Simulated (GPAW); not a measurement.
# Work function of OH/W(100) at several levels

Aim: the work function of both faces of OH/W(100), and its spread over functionals and bases.

Method: GPAW, PAW setups; slab in vacuum, relaxation, in the first sound run; inputs show where later runs differ, in GPAW 26.7.0.

### Step 1. Set-up

The cell holds 7 atoms: 5 W, 1 O and 1 H. Its edges and angles: a = 3.160 Å, b = 3.160 Å, c = 25.800 Å, α = 90.0°, β = 90.0°, γ = 90.0°. Vacuum lies along c.

### Step 2. Relaxation

Forces are removed first; all later runs use this geometry. The lowest 3 atoms are held at bulk positions and keep their forces.

Input file run.py:

```python
import json
import numpy as np
from ase import Atoms
from ase.constraints import FixAtoms
from ase.optimize import BFGS
from gpaw import GPAW, PW

slab = Atoms(
    ['W', 'W', 'W', 'W', 'W', 'O', 'H'],
    positions=[
        [0.00000, 0.00000, 9.00000],
        [1.58000, 1.58000, 10.58000],
        [0.00000, 0.00000, 12.16000],
        [1.58000, 1.58000, 13.74000],
        [0.00000, 0.00000, 15.32000],
        [1.58000, 1.58000, 15.82000],
        [1.58000, 1.58000, 16.80000]],
    cell=[[3.16, 0.0, 0.0], [0.0, 3.16, 0.0], [0.0, 0.0, 25.8]],
    pbc=[True, True, False])

slab.calc = GPAW(mode=PW(500), xc='PBE', kpts={'size': (10, 10, 1), 'gamma': True},
                 occupations={'name': 'fermi-dirac', 'width': 0.1}, nbands='160%',
                 convergence={'density': 1e-05}, maxiter=200,
                 poissonsolver={'dipolelayer': 'xy'},
                 symmetry={'tolerance': 1e-3, 'extra_ids': [1, 1, 1, 0, 0, 0, 0]}, txt='slab.txt')
result = {}
slab.set_constraint(FixAtoms([0, 1, 2]))
path = []
opt = BFGS(slab, maxstep=0.2)
opt.attach(lambda: path.append((slab.get_potential_energy(), slab.positions.tolist(), slab.get_forces().tolist())))
result['relaxed'] = bool(opt.run(fmax=0.03, steps=40))
result['path'] = path
energy = slab.get_potential_energy()
fermi = slab.calc.get_fermi_level()
v = slab.calc.get_electrostatic_potential().mean((0, 1)) - fermi
n = slab.calc.get_pseudo_density().mean((0, 1))
L = slab.cell[2, 2]
z = np.arange(len(v)) * L / len(v)
low, high = slab.positions[:, 2].min(), slab.positions[:, 2].max()
below, above = np.interp([low - 6.8, high + 6.8], z, v)
slopes = [np.interp(x, z, np.gradient(v, z)) for x in (low - 6.8, high + 6.8)]
eps = np.array([[slab.calc.get_eigenvalues(k, s) for k in range(len(slab.calc.get_ibz_k_points()))]
                for s in range(slab.calc.get_number_of_spins())]) - fermi
top, bottom = eps[eps < 0].max(), eps[eps > 0].min()
dipole = slab.get_dipole_moment()[2]
print(f'energy {energy:.4f} eV, Fermi level {fermi:.4f} eV, dipole {dipole:.5f} e A')
print(f'potential 6.8 A off the faces, from the Fermi level: lower {below:.4f} eV, upper {above:.4f} eV')
print(f'slope of the potential there: lower {slopes[0]:.5f}, upper {slopes[1]:.5f} eV/A')
print(f'nearest levels on the mesh: {top:.4f} and {bottom:.4f} eV')
print('magnetic moment', round(slab.get_magnetic_moment(), 3))
result.update(energy=energy, fermi=fermi, dipole=dipole, below=below, above=above, slopes=slopes, edges=[top, bottom],
              z=z.tolist(), v=v.tolist(), n=n.tolist(), positions=slab.positions.tolist(),
              forces=slab.get_forces(apply_constraint=False).tolist(), moments=slab.get_magnetic_moments().tolist())
json.dump(result, open('result.json', 'w'))
```

On the command line:

```bash
$ OMP_NUM_THREADS=1 OPENBLAS_NUM_THREADS=1 python run.py
```

The log of the run:

```text
Step          Energy          fmax
BFGS:    0      -61.297242        2.622002
BFGS:    1      -61.488948        1.983831
BFGS:    2      -62.457607        3.556210
BFGS:    3      -62.567510        3.955402
BFGS:    4      -62.823511        2.029590
BFGS:    5      -62.942366        1.236876
BFGS:    6      -63.194798        1.851209
BFGS:    7      -63.287340        1.803645
BFGS:    8      -63.545745        1.342058
BFGS:    9      -63.660569        0.546321
BFGS:   10      -63.668578        0.228656
BFGS:   11      -63.670193        0.041555
BFGS:   12      -63.670291        0.014930
energy -63.5900 eV, Fermi level 2.5188 eV, dipole 0.09518 e A
potential 6.8 A off the faces, from the Fermi level: lower 4.2620 eV, upper 2.5336 eV
slope of the potential there: lower -0.00017, upper 0.00004 eV/A
nearest levels on the mesh: -0.0294 and 0.0091 eV
magnetic moment 0.0
```

Wall time 61 min (1 thread of Arm Neoverse V2, shared host); peak memory 0.4 GiB.

Relaxation path:

```tsv
step	energy less that of the first step (eV)	largest force (eV/Å)
1	0.0000	2.6220
2	-0.1928	1.9838
3	-1.1719	3.5562
4	-1.2921	3.9554
5	-1.5460	2.0296
6	-1.6645	1.2369
7	-1.9163	1.8512
8	-2.0085	1.8036
9	-2.2660	1.3421
10	-2.3823	0.5463
11	-2.3910	0.2287
12	-2.3931	0.0416
13	-2.3934	0.0149
```

The atoms that moved most (Å):

```tsv
atom	dx	dy	dz	length
H7	0.000	0.000	0.941	0.941
O6	0.000	0.000	0.934	0.934
W4	0.000	0.000	0.007	0.007
```

Final coordinates:

```
W O H
1.0
     3.16000    0.00000    0.00000
     0.00000    3.16000    0.00000
     0.00000    0.00000   25.80000
W O H
5 1 1
Direct
  0.00000 0.00000 0.34884
  0.50000 0.50000 0.41008
  0.00000 0.00000 0.47132
  0.50000 0.50000 0.53283
  0.00000 0.00000 0.59369
  0.50000 0.50000 0.64937
  0.50000 0.50000 0.68763
```

This step gave:

| Quantity | Value |
| --- | --- |
| dipole along the normal | 0.09518 e·Å |
| levels nearest the Fermi level on the mesh | -0.02936, 0.009087 eV from the Fermi level |
| upper work function | 2.534 eV |
| lower work function | 4.262 eV |

The electrostatic potential energy of an electron (without an applied field's), less the Fermi level, planar mean oscillates, so the rows of the table below give means over windows of 1 Å about each position, cut where the curve ends. Its maxima inside the range that stand out by 2 % of the span (Å: eV): 1.7: 4.26, 9.7: -8.65, 11.4: -9.13, 13.0: -9.03, 14.5: -8.78, 16.3: -3.29, 17.4: 1.43. Its minima: 9.0: -20.0, 10.6: -20.6, 12.1: -20.7, 13.8: -20.6, 15.3: -20.5, 16.7: -7.32, 17.8: 0.555.

Electrostatic potential energy of an electron (without an applied field's), less the Fermi level, planar mean against z; means over each step:

```tsv
z (Å)	electrostatic potential energy of an electron (without an applied field's), less the Fermi level, planar mean (eV)
0	3.93
1	4.26
2	4.26
3	4.26
4	4.26
5	4.25
6	4.19
7	3.62
8	-1.48
9	-16.3
10	-12.6
11	-14.5
12	-16.8
13	-12.0
14	-15.9
15	-15.3
16	-8.30
17	-2.89
18	1.38
19	2.42
20	2.52
21	2.53
22	2.53
23	2.53
24	2.53
25	2.55
```

The pseudo valence density, planar mean oscillates, so the rows of the table below give means over windows of 1 Å about each position, cut where the curve ends. Its maxima inside the range that stand out by 2 % of the span (Å: e/Å³): 9.0: 1.34, 10.5: 1.34, 12.2: 1.34, 13.8: 1.37, 15.3: 1.35, 16.6: 0.722. Its minima: 9.7: 0.532, 11.3: 0.535, 13.0: 0.518, 14.5: 0.542, 16.1: 0.374.

Table of pseudo valence density, planar mean by z; means over each step:

z (Å), pseudo valence density, planar mean (e/Å³) and a bar:
```
        4       0.00 
        5       0.00 
        6       0.00 
        7       0.02 #
        8       0.20 ######
        9       1.01 ##############################
       10       0.77 #######################
       11       0.87 ##########################
       12       1.02 ##############################
       13       0.70 #####################
       14       0.99 #############################
       15       0.94 ############################
       16       0.59 #################
       17       0.50 ###############
       18       0.08 ##
       19       0.00 
       20       0.00 
       21       0.00
```

The relaxation lowered the energy of the cell by 2.39 eV (energies extrapolated to zero smearing; the optimiser's log prints free energies). The largest force left on a free atom is 0.015 eV/Å.

### Step 3. Plane waves, PBE

With the geometry fixed, the planar mean of the potential gives the vacuum level on each side.

This step: GPAW, PAW setups; slab in vacuum (GPAW 26.7.0).

run.py, as its differences from that of step 2:

```diff
@@ -3,4 +3,2 @@
 from ase import Atoms
-from ase.constraints import FixAtoms
-from ase.optimize import BFGS
 from gpaw import GPAW, PW
@@ -13,6 +11,6 @@
         [0.00000, 0.00000, 12.16000],
-        [1.58000, 1.58000, 13.74000],
-        [0.00000, 0.00000, 15.32000],
-        [1.58000, 1.58000, 15.82000],
-        [1.58000, 1.58000, 16.80000]],
+        [1.58000, 1.58000, 13.74699],
+        [0.00000, -0.00000, 15.31716],
+        [1.58000, 1.58000, 16.75378],
+        [1.58000, 1.58000, 17.74076]],
     cell=[[3.16, 0.0, 0.0], [0.0, 3.16, 0.0], [0.0, 0.0, 25.8]],
@@ -24,10 +22,4 @@
                  poissonsolver={'dipolelayer': 'xy'},
-                 symmetry={'tolerance': 1e-3, 'extra_ids': [1, 1, 1, 0, 0, 0, 0]}, txt='slab.txt')
+                 symmetry={'tolerance': 1e-3}, txt='slab.txt')
 result = {}
-slab.set_constraint(FixAtoms([0, 1, 2]))
-path = []
-opt = BFGS(slab, maxstep=0.2)
-opt.attach(lambda: path.append((slab.get_potential_energy(), slab.positions.tolist(), slab.get_forces().tolist())))
-result['relaxed'] = bool(opt.run(fmax=0.03, steps=40))
-result['path'] = path
 energy = slab.get_potential_energy()
```

The log of the run:

```text
energy -63.5900 eV, Fermi level 2.5189 eV, dipole 0.09538 e A
potential 6.8 A off the faces, from the Fermi level: lower 4.2620 eV, upper 2.5335 eV
slope of the potential there: lower -0.00020, upper 0.00005 eV/A
nearest levels on the mesh: -0.0293 and 0.0091 eV
magnetic moment 0.0
```

Run time: 4.9 min. Hardware: 1 thread; peak memory 0.39 GiB.

This step gave:

```
dipole along the normal                    : 0.09538 e·Å
levels nearest the Fermi level on the mesh : -0.02930, 0.009067 eV from the Fermi level
```

The electrostatic potential energy of an electron (without an applied field's), less the Fermi level, planar mean oscillates, so the rows of the table below give means over windows of 1 Å about each position, cut where the curve ends. Its maxima inside the range that stand out by 2 % of the span (Å: eV): 1.7: 4.26, 9.7: -8.65, 11.4: -9.13, 13.0: -9.03, 14.5: -8.78, 16.3: -3.29, 17.4: 1.43. Its minima: 9.0: -20.0, 10.6: -20.6, 12.1: -20.7, 13.8: -20.6, 15.3: -20.5, 16.7: -7.32, 17.8: 0.555.

Table of electrostatic potential energy of an electron (without an applied field's), less the Fermi level, planar mean by z; means over each step:

(Unchanged from step 2.)

The pseudo valence density, planar mean oscillates, so the rows of the table below give means over windows of 1 Å about each position, cut where the curve ends. Its maxima inside the range that stand out by 2 % of the span (Å: e/Å³): 9.0: 1.34, 10.5: 1.34, 12.2: 1.34, 13.8: 1.37, 15.3: 1.35, 16.6: 0.722. Its minima: 9.7: 0.532, 11.3: 0.535, 13.0: 0.518, 14.5: 0.542, 16.1: 0.374.

Table of pseudo valence density, planar mean by z; means over each step:

z (Å), pseudo valence density, planar mean (e/Å³) and a bar:
```
        4       0.00 
        5       0.00 
        6       0.00 
        7       0.02 #
        8       0.20 ######
        9       1.01 ##############################
       10       0.77 #######################
       11       0.87 ##########################
       12       1.02 ##############################
       13       0.70 #####################
       14       0.99 #############################
       15       0.94 ############################
       16       0.59 #################
       17       0.50 ###############
       18       0.08 ##
       19       0.00 
       20       0.00 
       21       0.00
```

Force by atom:

```tsv
atom	x (eV/Å)	y (eV/Å)	z (eV/Å)	size
W1	0.00	0.00	1.44	1.44
W2	0.00	0.00	-1.56	1.56
W3	0.00	0.00	0.19	0.19
W4	0.00	0.00	0.00	0.00
W5	0.00	0.00	-0.01	0.01
O6	0.00	0.00	0.01	0.01
H7	0.00	0.00	0.00	0.00
```

The potential is flat to 2.0e-4 eV/Å where it is read, so the vacuum is wide enough.

### Step 4. Self-consistent run: xc = "revPBE"

The same geometry under revPBE, to see how far the functional moves the levels against the vacuum.

run.py, as its differences from that of step 3:

```diff
@@ -18,3 +18,3 @@
 
-slab.calc = GPAW(mode=PW(500), xc='PBE', kpts={'size': (10, 10, 1), 'gamma': True},
+slab.calc = GPAW(mode=PW(500), xc='revPBE', kpts={'size': (10, 10, 1), 'gamma': True},
                  occupations={'name': 'fermi-dirac', 'width': 0.1}, nbands='160%',
```

The log of the run:

```text
energy -61.1612 eV, Fermi level 2.6232 eV, dipole 0.09483 e A
potential 6.8 A off the faces, from the Fermi level: lower 4.1320 eV, upper 2.4135 eV
slope of the potential there: lower -0.00020, upper 0.00005 eV/A
nearest levels on the mesh: -0.0301 and 0.0106 eV
magnetic moment 0.0
```

Run time: 5.2 min. Hardware: 1 thread; peak memory 0.39 GiB.

Numbers from this step:

```yaml
dipole_along_the_normal: 0.09483 e·Å
levels_nearest_the_fermi_level_on_the_mesh: -0.03013, 0.01062 eV from the Fermi level
upper_work_function: 2.413 eV
lower_work_function: 4.132 eV
```

The electrostatic potential energy of an electron (without an applied field's), less the Fermi level, planar mean oscillates, so the rows of the table below give means over windows of 1 Å about each position, cut where the curve ends. Its maxima inside the range that stand out by 2 % of the span (Å: eV): 1.7: 4.13, 9.7: -8.72, 11.4: -9.20, 13.0: -9.10, 14.5: -8.85, 16.3: -3.40, 17.4: 1.32. Its minima: 9.0: -20.0, 10.6: -20.7, 12.1: -20.8, 13.8: -20.7, 15.3: -20.6, 16.7: -7.43, 17.8: 0.442.

Table of electrostatic potential energy of an electron (without an applied field's), less the Fermi level, planar mean by z; means over each step:

```tsv
z (Å)	electrostatic potential energy of an electron (without an applied field's), less the Fermi level, planar mean (eV)
0	3.81
1	4.13
2	4.13
3	4.13
4	4.13
5	4.12
6	4.06
7	3.50
8	-1.56
9	-16.4
10	-12.6
11	-14.5
12	-16.9
13	-12.0
14	-15.9
15	-15.4
16	-8.40
17	-3.00
18	1.26
19	2.30
20	2.40
21	2.41
22	2.41
23	2.41
24	2.41
25	2.43
```

The pseudo valence density, planar mean oscillates, so the rows of the table below give means over windows of 0.5 Å about each position, cut where the curve ends. Its maxima inside the range that stand out by 2 % of the span (Å: e/Å³): 8.98: 1.34, 10.51: 1.34, 12.23: 1.35, 13.76: 1.37, 15.29: 1.35, 16.63: 0.722. Its minima: 9.75: 0.531, 11.28: 0.534, 13.00: 0.517, 14.52: 0.541, 16.05: 0.373.

The pseudo valence density, planar mean by z; means over each step:

```tsv
z (Å)	pseudo valence density, planar mean (e/Å³)
4.5	6.2e-5
5.0	1.9e-4
5.5	5.4e-4
6.0	0.00164
6.5	0.00497
7.0	0.0146
7.5	0.0456
8.0	0.155
8.5	0.603
9.0	1.19
9.5	0.744
10.0	0.679
10.5	1.20
11.0	0.837
11.5	0.619
12.0	1.15
12.5	0.937
13.0	0.584
13.5	1.05
14.0	1.05
14.5	0.606
15.0	0.964
15.5	1.07
16.0	0.469
16.5	0.601
17.0	0.540
17.5	0.210
18.0	0.0718
18.5	0.0158
19.0	0.00327
19.5	8.7e-4
20.0	2.6e-4
20.5	8.4e-5
```

Force by atom:

```tsv
atom	x (eV/Å)	y (eV/Å)	z (eV/Å)	size
W1	0.00	0.00	1.26	1.26
W2	0.00	0.00	-1.57	1.57
W3	0.00	0.00	0.19	0.19
W4	0.00	0.00	0.00	0.00
W5	0.00	0.00	0.01	0.01
O6	0.00	0.00	0.18	0.18
H7	0.00	0.00	0.01	0.01
```

The upper face's work function is 2.413 eV, against 2.534 eV in the first plane-wave PBE run at this geometry.

### Step 5. OptPBE vdW: xc = "optPBE-vdW"

The same geometry under optPBE-vdW, to see how far the functional moves the levels against the vacuum (the van der Waals functionals take revPBE setups).

run.py, as its differences from that of step 4:

```diff
@@ -18,3 +18,3 @@
 
-slab.calc = GPAW(mode=PW(500), xc='revPBE', kpts={'size': (10, 10, 1), 'gamma': True},
+slab.calc = GPAW(mode=PW(500), xc='optPBE-vdW', kpts={'size': (10, 10, 1), 'gamma': True},
                  occupations={'name': 'fermi-dirac', 'width': 0.1}, nbands='160%',
```

The log of the run:

```text
energy -149.5398 eV, Fermi level 2.3514 eV, dipole 0.08863 e A
potential 6.8 A off the faces, from the Fermi level: lower 4.4695 eV, upper 2.8635 eV
slope of the potential there: lower -0.00022, upper 0.00005 eV/A
nearest levels on the mesh: -0.0195 and 0.0031 eV
magnetic moment 0.0
```

Wall time 5.9 min (1 thread); peak memory 0.6 GiB.

This step gave:

- dipole along the normal: 0.08863 e·Å
- levels nearest the Fermi level on the mesh: -0.01954, 0.003087 eV from the Fermi level
- upper work function: 2.863 eV
- lower work function: 4.470 eV

The upper face's work function is 2.863 eV, against 2.534 eV in the first plane-wave PBE run at this geometry.

### Step 6. Self-consistent run: xc = "vdW-DF2"

The same geometry under vdW-DF2, to see how far the functional moves the levels against the vacuum (the van der Waals functionals take revPBE setups).

run.py, as its differences from that of step 5:

```diff
@@ -18,3 +18,3 @@
 
-slab.calc = GPAW(mode=PW(500), xc='optPBE-vdW', kpts={'size': (10, 10, 1), 'gamma': True},
+slab.calc = GPAW(mode=PW(500), xc='vdW-DF2', kpts={'size': (10, 10, 1), 'gamma': True},
                  occupations={'name': 'fermi-dirac', 'width': 0.1}, nbands='160%',
```

The log of the run:

```text
energy -818.6432 eV, Fermi level 2.2860 eV, dipole 0.08141 e A
potential 6.8 A off the faces, from the Fermi level: lower 4.6413 eV, upper 3.1657 eV
slope of the potential there: lower -0.00031, upper 0.00010 eV/A
nearest levels on the mesh: -0.0144 and 0.0030 eV
magnetic moment 0.0
```

Wall time 8.4 min (1 thread); peak memory 0.61 GiB.

This step gave:

```yaml
dipole_along_the_normal: 0.08141 e·Å
levels_nearest_the_fermi_level_on_the_mesh: -0.01436, 0.003041 eV from the Fermi level
upper_work_function: 3.166 eV
lower_work_function: 4.641 eV
```

The upper face's work function is 3.166 eV, against 2.534 eV in the first plane-wave PBE run at this geometry.

### Step 7. Self-consistent run: xc = "LDA"

The same geometry under LDA, to see how far the functional moves the levels against the vacuum.

run.py, as its differences from that of step 6:

```diff
@@ -18,3 +18,3 @@
 
-slab.calc = GPAW(mode=PW(500), xc='vdW-DF2', kpts={'size': (10, 10, 1), 'gamma': True},
+slab.calc = GPAW(mode=PW(500), xc='LDA', kpts={'size': (10, 10, 1), 'gamma': True},
                  occupations={'name': 'fermi-dirac', 'width': 0.1}, nbands='160%',
```

The log of the run:

```text
energy -69.8909 eV, Fermi level 2.2220 eV, dipole 0.09853 e A
potential 6.8 A off the faces, from the Fermi level: lower 4.5477 eV, upper 2.7622 eV
slope of the potential there: lower -0.00020, upper 0.00005 eV/A
nearest levels on the mesh: -0.0008 and 0.0485 eV
magnetic moment 0.0
```

Wall time 5.1 min (1 thread); peak memory 0.39 GiB.

This step gave:

```
dipole along the normal                    : 0.09853 e·Å
levels nearest the Fermi level on the mesh : -7.63e-4, 0.04854 eV from the Fermi level
upper work function                        : 2.762 eV
lower work function                        : 4.548 eV
```

The upper face's work function is 2.762 eV, against 2.534 eV in the first plane-wave PBE run at this geometry.

### Step 8. Self-consistent run: xc = "RPBE"

The same geometry under RPBE, to see how far the functional moves the levels against the vacuum.

run.py, as its differences from that of step 7:

```diff
@@ -18,3 +18,3 @@
 
-slab.calc = GPAW(mode=PW(500), xc='LDA', kpts={'size': (10, 10, 1), 'gamma': True},
+slab.calc = GPAW(mode=PW(500), xc='RPBE', kpts={'size': (10, 10, 1), 'gamma': True},
                  occupations={'name': 'fermi-dirac', 'width': 0.1}, nbands='160%',
```

The log of the run:

```text
energy -60.6715 eV, Fermi level 2.6309 eV, dipole 0.09188 e A
potential 6.8 A off the faces, from the Fermi level: lower 4.1117 eV, upper 2.4466 eV
slope of the potential there: lower -0.00020, upper 0.00005 eV/A
nearest levels on the mesh: -0.0299 and 0.0115 eV
magnetic moment 0.0
```

Wall time 4.7 min (1 thread); peak memory 0.39 GiB.

Numbers from this step:

* dipole along the normal: 0.09188 e·Å
* levels nearest the Fermi level on the mesh: -0.02990, 0.01154 eV from the Fermi level
* upper work function: 2.447 eV
* lower work function: 4.112 eV

The electrostatic potential energy of an electron (without an applied field's), less the Fermi level, planar mean oscillates, so the rows of the table below give means over windows of 1 Å about each position, cut where the curve ends. Its maxima inside the range that stand out by 2 % of the span (Å: eV): 1.3: 4.11, 9.7: -8.75, 11.4: -9.23, 13.0: -9.13, 14.5: -8.88, 16.3: -3.44, 17.4: 1.30. Its minima: 9.0: -20.1, 10.6: -20.7, 12.1: -20.8, 13.8: -20.7, 15.3: -20.6, 16.7: -7.46, 17.8: 0.439.

Electrostatic potential energy of an electron (without an applied field's), less the Fermi level, planar mean against z; means over each step:

```tsv
z (Å)	electrostatic potential energy of an electron (without an applied field's), less the Fermi level, planar mean (eV)
0	3.80
1	4.11
2	4.11
3	4.11
4	4.11
5	4.10
6	4.04
7	3.47
8	-1.59
9	-16.4
10	-12.6
11	-14.6
12	-16.9
13	-12.1
14	-16.0
15	-15.4
16	-8.44
17	-3.03
18	1.27
19	2.32
20	2.43
21	2.44
22	2.45
23	2.45
24	2.45
25	2.46
```

The upper face's work function is 2.447 eV, against 2.534 eV in the first plane-wave PBE run at this geometry.

(Continued in part 2 of 2.)

[Logs are printed without paths, hosts, clocks, repeated set-up lines and the standing remarks that a program may print on its own settings, such as how far it seeks lower states.]

[Hosts, paths, dates, database ids (printed as entryN), source tags and the programs' standing remarks are cut or masked in the printed files.]
